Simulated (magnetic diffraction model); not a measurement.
**Which magnetic order? Na₅Cr₂Cl₁₃**

Space group C2/m (no. 12), a = 13.9440 Å, b = 6.6920 Å, c = 10.4260 Å, β = 96.92°.

| site | atom | x | y | z |
| --- | --- | --- | --- | --- |
| 4i | Cr | 0.9287 | 0 | 0.7587 |
| 8j | Cl | 0.6315 | 0.2395 | 0.4257 |
| 2a | Cl | 0 | 0 | 0 |
| 8j | Cl | 0.6823 | 0.2437 | 0.1477 |
| 8j | Cl | 0.9413 | 0.2632 | 0.2571 |
| 4i | Na | 0.7221 | 0 | 0.6535 |
| 2c | Na | 0 | 0 | 1/2 |
| 4i | Na | 0.6604 | 1/2 | 0.9241 |

The compound is invented for this exercise: a known structure type with other elements, its cell scaled to their sizes and not relaxed.

Only Cr is taken to order (form factors of Cr4+); orders and moment sizes are assumed, and not adapted to the symmetry. Radiation: neutrons of λ = 4.2 Å, 5° to 65°; isotropic B of 0.27 Å² (Cr), 0.4 Å² (Cl) and 0.47 Å² (Na). The intensities are simulated: I ∝ L Σ (|F_N|² + |F_M⊥|²) for unpolarised neutrons, with F_M = 2.695 fm/μB × Σ f(s) S exp(2πi Q·r) exp(−B s²) at Q = H ± k (one set where k and −k are equivalent), only the part normal to Q counting and L = 1/(sin²θ cos θ). For collinear order S is the moment m, which repeats by lattice and centring translations R with the sign exp(−2πi k·R). Form factors are spin-only for 3d ions and dipole or tabulated for f ions, scattering lengths are Sears's of 1992, and absorption is left out. A label names one of the reflections at its angle. The strongest nuclear line in the range is 100, and lines under 0.2 are left out.

Above the ordering temperature:

```csv
2θ (°),index,I
23.41,(0 0 1),9.0
35.33,(2 0 0),13.5
40.25,(2 0 -1),13.6
40.80,(1 1 0),100.0
45.26,(2 0 1),65.5
46.41,(1 1 -1),80.5
47.88,(0 0 2),44.4
48.71,(1 1 1),10.1
56.91,(2 0 -2),27.7
64.71,(2 0 2),9.0
```

Below it (cell unchanged):

```csv
2θ (°),I
23.41,54.8
35.33,25.7
40.25,18.8
40.80,101.1
45.26,70.9
46.41,87.0
47.88,44.6
48.71,17.6
56.91,33.1
62.78,2.2
64.71,11.9
```

**Question.** Find the propagation vector, then choose among these models:
A. collinear moments along [001], 1.84 μB on Cr; signs + at (0.9287, 0, 0.7587), − at (0.5713, 1/2, 0.2413)
B. collinear moments along [010], 1.84 μB on Cr; signs + at (0.9287, 0, 0.7587), − at (0.5713, 1/2, 0.2413)
C. collinear moments along [001], 1.84 μB on Cr; signs + at (0.9287, 0, 0.7587), + at (0.5713, 1/2, 0.2413)
D. collinear moments along [010], 1.84 μB on Cr; signs + at (0.9287, 0, 0.7587), + at (0.5713, 1/2, 0.2413)

No line moves, and magnetic intensity falls on nuclear lines such as the one at 23.41°; new lines at (1 1 -2) have whole indices that obey the lattice centring, at places with no nuclear intensity to speak of, so the magnetic cell equals the chemical primitive cell: k = 0.

Magnetic intensity, observed (below minus above) and for each model:

| 2θ (°) | index | observed | A | B | C | D |
| --- | --- | --- | --- | --- | --- | --- |
| 23.41 | (0 0 1) | 45.8 | 0.7 | 45.8 | <0.2 | 0.1 |
| 35.33 | (2 0 0) | 12.2 | 12.2 | 12.2 | 7.8 | 7.8 |
| 40.25 | (2 0 -1) | 5.2 | 3.4 | 5.2 | 6.7 | 10.2 |
| 40.80 | (1 1 0) | 1.1 | 5.6 | 1.1 | 24.3 | 4.6 |
| 46.41 | (1 1 -1) | 6.5 | 13.1 | 6.5 | 4.0 | 1.9 |
| 47.88 | (0 0 2) | 0.1 | <0.2 | 0.1 | 0.2 | 10.7 |
| 48.71 | (1 1 1) | 7.5 | 13.6 | 7.5 | 2.3 | 1.3 |
| 56.91 | (2 0 -2) | 5.4 | 1.6 | 5.4 | 0.6 | 2.2 |

Model B matches.

The structure used: k = (0 0 0), collinear moments along [010], 1.84 μB on Cr; signs + at (0.9287, 0, 0.7587), − at (0.5713, 1/2, 0.2413).

[Logs are printed without paths, hosts, clocks, repeated set-up lines and the standing remarks that a program may print on its own settings, such as how far it seeks lower states.]
